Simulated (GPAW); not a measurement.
## SrCl2 (Fm-3m): least direct gap against volume

The cell of SrCl2 (Fm-3m) is scaled evenly and the response computed anew at each volume, on one mesh. The atoms keep their fractional positions.

Cell: a, b, c = 4.933, 4.933, 4.933 Å (primitive vectors), 3 atoms.

Method: GPAW 26.7.0, PBE, RPA, k-mesh 8×8×8, local fields up to 50 eV, Lorentzian half width 0.15 eV.

Launch of the response step: `OMP_NUM_THREADS=1 python df.py`. The series took 21.6 min in all, its band step included, on 1 thread of Arm Neoverse N1, on a shared host.

```tsv
V/V₀	V (Å³, primitive cell)	least direct gap (eV)
0.94	79.80	5.4858
0.96	81.50	5.4999
0.98	83.20	5.5116
1.00	84.90	5.5208
1.02	86.59	5.5280
1.04	88.29	?
1.06	89.99	5.4331
```

For small changes the quantity should be close to linear in ln V.

Working, on the rows shown:

| x = ln(V/V₀) | y = least direct gap |
| --- | --- |
| -0.0618754 | 5.4858 |
| -0.040822 | 5.4999 |
| -0.0202027 | 5.5116 |
| 0 | 5.5208 |
| 0.0198026 | 5.528 |
| 0.0582689 | 5.4331 |

Means: x̄ = -0.0074714, ȳ = 5.4965. Σ(x − x̄)(y − ȳ) = -0.002851, Σ(x − x̄)² = 0.009356. Slope = -0.002851 / 0.009356 = -0.3047; intercept = ȳ − slope · x̄ = 5.4943. The line misses the rows shown by up to 0.043 eV, in a bent pattern, so a parabola y = c₀ + c₁x + c₂x² is fitted. The sums Σx = -0.04482857, Σx² = 0.0096905599, Σx³ = -0.00010756307, Σx⁴ = 2.9283113e-05, Σy = 32.9792, Σxy = -0.24925249 and Σx²y = 0.053032119 in the three normal equations give c₀ = 5.5228, c₁ = -0.3724, c₂ = -18.01; the parabola misses the rows by at most 0.02 eV.

Question: Fill in the last column of the withheld row.

Answer: At x = 0.039221 the parabola gives y = 5.4805 eV. The run gave 5.5130 eV, so the interpolation is off by 0.032 eV, 34 % of the range in the table. The law describes these rows poorly: it misses even the rows shown by over a tenth of the range.

Between the rows on either side of x = 0 the slope is (5.528 − 5.5116) / (0.019803 − (-0.020203)) = 0.4099. That is a volume deformation potential of 0.4 eV: the least direct gap on this mesh narrows by 4 meV for each per cent of compression. The slopes between neighbouring rows jump (0.67, 0.57, 0.46, 0.36, -0.77, -4.2), which marks a change of the band edge or numerical noise, so this slope is rough. PBE gaps are as a rule too small. Spin-orbit coupling is left out.

[Logs are printed without paths, hosts, clocks, repeated set-up lines and the standing remarks that a program may print on its own settings, such as how far it seeks lower states.]
